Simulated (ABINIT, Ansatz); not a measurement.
# BaZrO3 (Pm-3m): third-order response

Which lines does BaZrO3 (Pm-3m) show in Raman and infrared spectra?

Program: ABINIT 10.8.3. Level of theory: DFT LDA, scalar-relativistic, plane waves, PseudoDojo norm-conserving pseudopotentials. Results are calculated unless marked as measured.

The experiments to compare with:

“EXAFS study of lead-free relaxor ferroelectric BaTi(1-x)Zr(x)O3 at the Zr K-edge” (2006, arxiv:cond-mat/0602127) reports for BaZrO3, cubic perovskite, by X-ray diffraction (solid-state synthesised powder, 300 K): lattice constant a (cubic cell parameter) 4.192 ± 0.001 Å.

“Broadband dielectric spectroscopy of Ba(Zr,Ti)O3: dynamics of relaxors and diffuse ferroelectrics” (2013, arxiv:1312.3131) quotes from earlier work for BaZrO3, cubic perovskite (ceramic, earlier study, 10 K): static dielectric constant (static permittivity) about 40 [polycrystalline ceramic; value quoted from the authors' earlier paper].

This is a report of a sequence of runs, with most program output left out.

## (1) Set-up

The structure is cubic, space group Pm-3m (No. 221). The conventional cell has a = 4.191 Å, b = 4.191 Å, c = 4.191 Å, α = 90.00°, β = 90.00°, γ = 90.00°. Nearest to Ba lie 12 O at 2.96 Å. Nearest to Zr lie 6 O at 2.10 Å. O has 2 Zr at 2.10 Å and 4 Ba at 2.96 Å nearest. Farther neighbours and most contacts between anions are not listed.

## (2) A probe with smearing

A first run with smearing and empty bands tells whether the crystal has a gap, which decides between fixed occupations and smearing later on.

Contents of probe.abi:

```
# ground state
tolvrs 1.0d-08
prtden 1
prtwf 1

# basis, mesh and filling
ecut 36.0
ngkpt 4 4 4
nshiftk 1
shiftk 0.0 0.0 0.0
istwfk *1
occopt 7
tsmear 0.005
nband 29
nstep 100
diemac 9.0
prtebands 0
prtgsr 0

# cell and atoms
acell 3*1.0 Angstrom
rprim 
    4.19134 0.0 0.0
    0.0 4.19134 0.0
    0.0 0.0 4.19134
ntypat 3
znucl 56 40 8
natom 5
typat 1 2 3 3 3
xred 
    0.0 0.0 0.0
    0.5 0.5 0.5
    0.0 0.5 0.5
    0.5 0.0 0.5
    0.5 0.5 0.0
pp_dirpath "./pseudo"
pseudos "Ba.upf, Zr.upf, O.upf"
```

Launch:

```
OMP_NUM_THREADS=1 mpirun -n 10 abinit probe.abi > probe.log
```

Elapsed: 8.4 s, on 10 MPI ranks of Arm Neoverse V2, shared host; 83 s of CPU time.

Read from the output:

* volume per atom: 14.73 Å³
* pressure: -5.636 GPa
* gap on the k-mesh: 3.104 eV

A gap of 3.1 eV opens on this mesh, so the crystal is taken as an insulator; the printed pressure holds the stress of the finite basis too.

## (3) Relaxing the cell and atoms

The harmonic expansion needs vanishing forces, and a free crystal bears no stress, so cell and atoms are brought to rest. Stress is more sensitive to the basis than forces are: the last 3 Ha under the cutoff are smoothed with ecutsm, and the cutoff is raised above that of the later runs.

Contents of relax.abi:

```
# relaxation
ionmov 2
optcell 2
dilatmx 1.08
ntime 40
tolmxf 1.0d-05
tolvrs 1.0d-14
prtwf 0
prtden 0
chksymtnons 0

# basis, mesh and filling
ecut 44.0
ecutsm 3.0
ngkpt 6 6 6
nshiftk 1
shiftk 0.0 0.0 0.0
istwfk *1
occopt 1
nband 20
nstep 100
diemac 9.0
prtebands 0
prtgsr 0

# cell and atoms
acell 3*1.0 Angstrom
rprim 
    4.19134 0.0 0.0
    0.0 4.19134 0.0
    0.0 0.0 4.19134
ntypat 3
znucl 56 40 8
natom 5
typat 1 2 3 3 3
xred 
    0.0 0.0 0.0
    0.5 0.5 0.5
    0.0 0.5 0.5
    0.5 0.0 0.5
    0.5 0.5 0.0
pp_dirpath "./pseudo"
pseudos "Ba.upf, Zr.upf, O.upf"
```

Launch:

```
OMP_NUM_THREADS=1 mpirun -n 16 abinit relax.abi > relax.log
```

The job ended after 70 s (16 MPI ranks).

Relaxation path:

```tsv
step	energy less that of the first step (eV)	largest force (eV/Å)	volume (Å³)
1	0.0000	0.0000	73.63
2	-0.0256	0.0000	72.53
3	-0.0342	0.0000	71.41
4	-0.0342	0.0000	71.46
```

```tsv
conventional cell, symmetrised	before	after	change
a (Å)	4.191	4.150	-1.0 %
b (Å)	4.191	4.150	-1.0 %
c (Å)	4.191	4.150	-1.0 %
volume (Å³/atom)	14.73	14.29	-2.9 %
```

This step gave:

```yaml
volume_per_atom: 14.29 Å³
pressure: -0.002289 GPa
```

The volume changes by -2.9 % in this run and stands -2.9 % from the first cell.

## (4) Self-consistent run for the response

First-order wavefunctions inherit every error of the ground state, hence the very tight tolvrs. The mesh is shifted off Γ, since shifted meshes converge sums over the zone faster.

Contents of gs.abi:

```
# ground state
tolvrs 1.0d-16
prtden 1
prtwf 1

# basis, mesh and filling
ecut 36.0
ngkpt 6 6 6
nshiftk 1
shiftk 0.5 0.5 0.5
istwfk *1
occopt 1
nband 20
nstep 100
diemac 9.0
prtebands 0
prtgsr 0

# cell and atoms
acell 3*1.0 Angstrom
rprim 
    4.149715995 0.0 0.0
    0.0 4.149715995 0.0
    0.0 0.0 4.149715995
ntypat 3
znucl 56 40 8
natom 5
typat 1 2 3 3 3
xred 
    0.0 0.0 0.0
    0.5 0.5 0.5
    0.0 0.5 0.5
    0.5 0.0 0.5
    0.5 0.5 0.0
pp_dirpath "./pseudo"
pseudos "Ba.upf, Zr.upf, O.upf"
```

Launch:

```
OMP_NUM_THREADS=1 mpirun -n 16 abinit gs.abi > gs.log
```

The job ended after 9.4 s (16 MPI ranks; 2.5 min of CPU time).

Read from the output:

- pressure: -0.7879 GPa

The cell stands at -0.79 GPa: the relaxation ran with a smoothed and higher cutoff and on another k mesh.

## (5) The gap at rest

Empty bands on the ground state's density check that the gap assumed so far is there in this cell.

Contents of gap.abi:

```
# empty bands on the ground state's density
iscf -2
getden_filepath "gso_DEN"
tolwfr 1.0d-12
nbdbuf 2
prtwf 0

# basis, mesh and filling
ecut 36.0
ngkpt 6 6 6
nshiftk 1
shiftk 0.0 0.0 0.0
istwfk *1
occopt 1
nband 24
nstep 100
diemac 9.0
prtebands 0
prtgsr 0

# cell and atoms
acell 3*1.0 Angstrom
rprim 
    4.149715995 0.0 0.0
    0.0 4.149715995 0.0
    0.0 0.0 4.149715995
ntypat 3
znucl 56 40 8
natom 5
typat 1 2 3 3 3
xred 
    0.0 0.0 0.0
    0.5 0.5 0.5
    0.0 0.5 0.5
    0.5 0.0 0.5
    0.5 0.5 0.0
pp_dirpath "./pseudo"
pseudos "Ba.upf, Zr.upf, O.upf"
```

Launch:

```
OMP_NUM_THREADS=1 mpirun -n 16 abinit gap.abi > gap.log
```

Elapsed: 10 s, on 16 MPI ranks.

This step gave:

| Quantity | Value |
| --- | --- |
| gap on the k-mesh | 3.173 eV |

In this cell the gap on the mesh is 3.2 eV, indirect (smallest direct 3.3 eV), so fixed occupations hold.

## (6) Linear response at Γ

The derivative of the wavefunctions by k comes first, since the response to a field is built on it; then the field and the displacements that symmetry doesn't supply are solved at q = 0. By the 2n+1 theorem the first-order wavefunctions also give third derivatives: Raman tensors and the non-linear susceptibility.

It reads the wavefunctions written in step 4.

Contents of dfpt_gamma.abi:

```
ndtset 3

# common to the responses
getwfk_filepath "gso_WFK"
kptopt 2
nqpt 1
qpt 0.0 0.0 0.0
asr 0
chneut 0

# d/dk
rfelfd1 2
rfdir1 1 1 1
iscf1 -3
tolwfr1 1.0d-20

# displacements, field
rfphon2 1
rfatpol2 1 5
rfdir2 1 1 1
rfelfd2 3
getddk2 1
tolvrs2 1.0d-10
prepanl2 1
prtden2 1

# third order
optdriver3 5
getden_filepath3 "gso_DEN"
get1den3 2
get1wf3 2
getddk3 1
d3e_pert1_elfd3 1
d3e_pert1_phon3 1
d3e_pert1_atpol3 1 5
d3e_pert1_dir3 1 1 1
d3e_pert2_elfd3 1
d3e_pert2_dir3 1 1 1
d3e_pert3_elfd3 1
d3e_pert3_dir3 1 1 1
usepead3 1
tolvrs3 1.0d-10

# basis, mesh and filling
ecut 36.0
ngkpt 6 6 6
nshiftk 1
shiftk 0.5 0.5 0.5
istwfk *1
occopt 1
nband 20
nstep 100
diemac 9.0
prtebands 0
prtgsr 0

# cell and atoms
acell 3*1.0 Angstrom
rprim 
    4.149715995 0.0 0.0
    0.0 4.149715995 0.0
    0.0 0.0 4.149715995
ntypat 3
znucl 56 40 8
natom 5
typat 1 2 3 3 3
xred 
    0.0 0.0 0.0
    0.5 0.5 0.5
    0.0 0.5 0.5
    0.5 0.0 0.5
    0.5 0.5 0.0
pp_dirpath "./pseudo"
pseudos "Ba.upf, Zr.upf, O.upf"
```

Launch:

```
OMP_NUM_THREADS=1 mpirun -n 16 abinit dfpt_gamma.abi > dfpt_gamma.log
```

The job ended after 5.1 min (16 MPI ranks).

Read from the output:

| Quantity | Value |
| --- | --- |
| miss of the charge sum rule | 0.007841 e |
| largest acoustic frequency at the zone centre before the sum rule | 1.27 cm⁻¹ |
| highest optical zone-centre mode (no LO-TO term) | 524.9 cm⁻¹ |
| lowest optical zone-centre mode | 98.05 cm⁻¹ |
| mean high-frequency dielectric constant | 4.886 |
| largest Born charge in size (third of the trace) | 6.107 e |

Born charge (rows field, columns displacement), before the sum rule (e), principal values of the symmetric part by kind of site:

```tsv
atom	atoms with these values	low	middle	high	mean
Ba1	1	2.74	2.74	2.74	2.74
Zr2	1	6.11	6.11	6.11	6.11
O3	3	-4.79	-2.02	-2.02	-2.94
```

In full for O3:

```
-4.79  0.00  0.00
 0.00 -2.02  0.00
 0.00  0.00 -2.02
```

High-frequency dielectric tensor:

```
4.89 0.00 0.00
0.00 4.89 0.00
0.00 0.00 4.89
```

The acoustic modes at Γ come out as far as 1.3 cm⁻¹ from zero, where they should vanish, a small numerical error; the Born charges miss their sum rule by 0.0078 e, which is good.

## (7) Modes with the sum rule

anaddb reads the merged derivatives, imposes the acoustic sum rule and charge neutrality, and adds the LO-TO term along chosen directions.

Contents of anaddb.abi:

```
ddb_filepath "gamma_DDB"
output_file "anaddb.abo"
outdata_prefix "anaddb"
asr 1
chneut 1
enunit 2
eivec 1
nph1l 1
qph1l 0.0 0.0 0.0 1.0
dieflag 1
nph2l 3
qph2l 
    1.0 0.0 0.0 0.0
    0.0 0.0 1.0 0.0
    1.0 1.0 1.0 0.0
nlflag 1
ramansr 1
alphon 1
prtmbm 1
```

Contents of mrgddb.in:

```
gamma_DDB
merged
3
dfpt_gammao_DS2_DDB
dfpt_gammao_DS3_DDB
gso_DDB
```

Launch:

```
mrgddb < mrgddb.in > mrgddb.log
OMP_NUM_THREADS=1 anaddb anaddb.abi > anaddb.log
```

Run time: 1.3 s. Hardware: 1 thread.

Read from the output:

```yaml
lowest_optical_zone_centre_mode: 98.03 cm⁻¹
mean_static_dielectric_constant: 62.65
highest_mode_moved_by_the_lo_to_term: 713.8 cm⁻¹
```

No LO-TO term; unit eigenvectors of the mass-weighted matrix, from anaddb's displacements. The modes at Γ (shares of kinetic energy by element, %):

```tsv
mode	frequency (cm⁻¹)	symmetry	Ba %	Zr %	O %
1	0.0	acoustic	50	33	17
2	0.0	acoustic	50	33	17
3	0.0	acoustic	50	33	17
4	98.0	T1u	42	9	49
5	98.0	T1u	42	9	49
6	98.0	T1u	42	9	49
7	174.5	T2u	0	0	100
8	174.5	T2u	0	0	100
9	174.5	T2u	0	0	100
10	195.7	T1u	8	55	37
11	195.7	T1u	8	55	37
12	195.7	T1u	8	55	37
13	524.9	T1u	0	2	97
14	524.9	T1u	0	2	97
15	524.9	T1u	0	2	97
```

Displacements in mode 4 (98.0 cm⁻¹), the largest set to 1:
```
Ba1  0.00  0.00 -0.49
Zr2  0.00  0.00  0.28
O3   0.00  0.00  1.00
O4   0.00  0.00  1.00
O5   0.00  0.00  0.59
```

Displacements in mode 13 (524.9 cm⁻¹), the largest set to 1:
```
Ba1  0.00  0.00  0.01
Zr2  0.00  0.00  0.07
O3   0.00  0.00  0.26
O4   0.00  0.00  0.26
O5   0.00  0.00 -1.00
```

Trace of the oscillator strength, degenerate modes summed. Infrared lines, with heights relative to the strongest:

```tsv
position (cm⁻¹)	lines merged	IR intensity, relative
98	3	57
174	3	0.0
196	3	96
525	3	100
```

Static dielectric tensor (ions relaxed, fixed cell):

```
62.65  0.00  0.00
 0.00 62.65  0.00
 0.00  0.00 62.65
```

The rule moves no optical mode by more than 0.1 cm⁻¹.

## (8) A second program

The same cell goes through another code at the same cutoff. The files are of one family, but Ansatz's library holds files of its own making for some heavy elements, so those for Ba may differ. Its k mesh is centred on Γ.

This step: DFT LDA, scalar-relativistic, plane waves, norm-conserving pseudopotentials of its library (PseudoDojo's, some remade) (Ansatz 0.2.0).

Contents of input.yaml:

```yaml
crystal:
  lattice:
    - [4.1497159948, 0.0, 0.0]
    - [0.0, 4.1497159948, 0.0]
    - [0.0, 0.0, 4.1497159948]
  atoms:
    - { symbol: Ba, position: [0.0, 0.0, 0.0] }
    - { symbol: Zr, position: [0.5, 0.5, 0.5] }
    - { symbol: O, position: [0.0, 0.5, 0.5] }
    - { symbol: O, position: [0.5, 0.0, 0.5] }
    - { symbol: O, position: [0.5, 0.5, 0.0] }
kpoints:
  mp_grid: { grid: [6, 6, 6] }
hamiltonian:
  xc: lda
  pseudopotentials: { kind: nc, accuracy: standard }
scf:
  occupations: { method: fixed }
output:
  eigenvalues: true
basis:
  ecutwfc: 979.61
phonons:
  method: dfpt
  dielectric: true
  rigid_motions: translations
  raman: true
```

Launch:

```
ansatz run input.yaml --threads 16 --pin off --max-ram 32768MiB --backend cpu --events-out ev --progress --plain --runs-dir out
```

Wall time 79 s (16 threads); peak memory 5.6 GiB.

This step gave:

* gap on the k-mesh: 3.201 eV
* sum-rule residual before enforcement: 5.45e-4 eV/Å²
* miss of the charge sum rule: 6.28e-4 e
* estimated error of the dielectric tensor: 0.01310
* estimated error of the Born charges: 0.02004 e
* lowest optical zone-centre mode: 88.83 cm⁻¹
* mean high-frequency dielectric constant: 4.895
* largest Born charge in size (third of the trace): 6.105 e
* mean static dielectric constant: 74.49
* highest mode moved by the LO-TO term: 713.7 cm⁻¹

Transverse modes. Lines of the infrared spectrum (strongest = 100):

```tsv
position (cm⁻¹)	label	IR intensity ((D/Å)²/amu), degenerate modes summed, relative
89	T1u	61
168	T2u	0.0
193	T1u	90
525	T1u	100
```

## (9) Side by side: ABINIT PseudoDojo and Ansatz, library NC

Worked out from the results:

```
root-mean-square difference : 5.85 cm⁻¹
largest difference          : 9.17 cm⁻¹
```

Optical modes, paired by symmetry label. Frequencies side by side, by row:

```tsv
q (reciprocal lattice)	mode	ABINIT PseudoDojo (cm⁻¹)	Ansatz, library NC (cm⁻¹)
0 0 0	4	98	88.83
0 0 0	5	98	88.83
0 0 0	6	98	88.83
0 0 0	7	174.5	167.7
0 0 0	8	174.5	167.7
0 0 0	9	174.5	167.7
0 0 0	10	195.7	193.2
0 0 0	11	195.7	193.2
0 0 0	12	195.7	193.2
0 0 0	13	524.9	524.9
0 0 0	14	524.9	524.9
0 0 0	15	524.9	524.9
```

The two runs side by side. Further quantities:

```tsv
quantity	ABINIT PseudoDojo	Ansatz, library NC
mean ε∞	4.886	4.895
largest Born charge in size (e; the first before, the second after the charge sum rule)	6.107	6.105
summed IR intensity ((D/Å)²/amu)	166.7	167
summed Raman activity (Å⁴/amu)	0	0
```

At the zone centre the largest difference (acoustic modes at Γ apart) is 2 % of the highest mode, but 9 % of the mode at 98 cm⁻¹ on which it sits.

## (10) Results

```yaml
space_group_after_relaxation: Pm-3m
volume_per_atom: 14.3 Å³
highest_optical_zone_centre_mode_no_lo_to_term: 524.9 cm⁻¹
lowest_optical_zone_centre_mode: 98.0 cm⁻¹
highest_mode_moved_by_the_lo_to_term: 713.8 cm⁻¹
mean_high_frequency_dielectric_constant: 4.89
largest_born_charge_in_size_third_of_the_trace: 6.11 e
mean_static_dielectric_constant: 62.6
imaginary_optical_modes_at_the_zone_centre_no_q_mesh_in_this_session: none
largest_difference_from_ansatz_library_nc: 9.17 cm⁻¹
```

**Reading.** No mode is Raman active in this structure; the strongest infrared line lies at 525 cm⁻¹. At the LDA level the optical modes of BaZrO3 (Pm-3m) at the zone centre (no LO-TO term) run from 98 to 525 cm⁻¹. The base run prints -0.79 GPa, mostly the error of a finite basis; the relaxation, with a smoothed and higher cutoff, had brought the cell to rest. Along the directions run, the highest mode that the macroscopic field moves lies at 714 cm⁻¹. Lattice motion raises the mean dielectric constant from 4.886 to 62.65. ABINIT PseudoDojo and Ansatz, library NC differ by 5.8 cm⁻¹ in the root mean square and by 9.2 cm⁻¹ at most, 1.7 % of the highest mode compared (acoustic modes at Γ left out); the two use different potentials, and the cell was not relaxed for the second set. These are harmonic frequencies at zero temperature: anharmonic shifts and linewidths and thermal expansion are left out. Spin-orbit coupling is left out, which can matter for the heavy elements here. The published file for Ba has no f projectors, which tends to make oxide cells too large. Ansatz warns that the cutoff lies 14 % under the one recommended for these files; agreement at one cutoff is not convergence. The total energies of the two programs lie far apart, so at least one potential file in Ansatz's library differs from the published one read by the first program.

Comparison with the measured values:

| quantity | measured | LDA PseudoDojo norm-conserving, ABINIT | LDA norm-conserving PseudoDojo |
| --- | --- | --- | --- |
| lattice constant a (Å) | 4.192 | 4.150 (-1.0 %) | - |
| static dielectric constant (mean of the tensor) | 40 | 62.65 (+56.6 %) | 74.49 (+86.2 %) |

Measured values from arxiv:cond-mat/0602127 (2006) and arxiv:1312.3131 (2013).

Verdict: The lattice constant a is off by -1.0 %: fair agreement. The static dielectric constant is off by +56.6 % at LDA PseudoDojo norm-conserving, ABINIT. The grades are ours: good and fair within 0.7 and 1.5 % for the lattice constant a and 10 and 25 % for the static dielectric constant. For lattice constants and static dielectric constant the calculation has a static lattice, without zero-point motion or thermal expansion (measured at up to 300 K).

[Host names and launcher messages were left out of these logs when they were recorded.]

[Logs are printed without paths, hosts, clocks, repeated set-up lines and the standing remarks that a program may print on its own settings, such as how far it seeks lower states.]

[Hosts, paths, dates, database ids (printed as entryN), source tags and the programs' standing remarks are cut or masked in the printed files.]
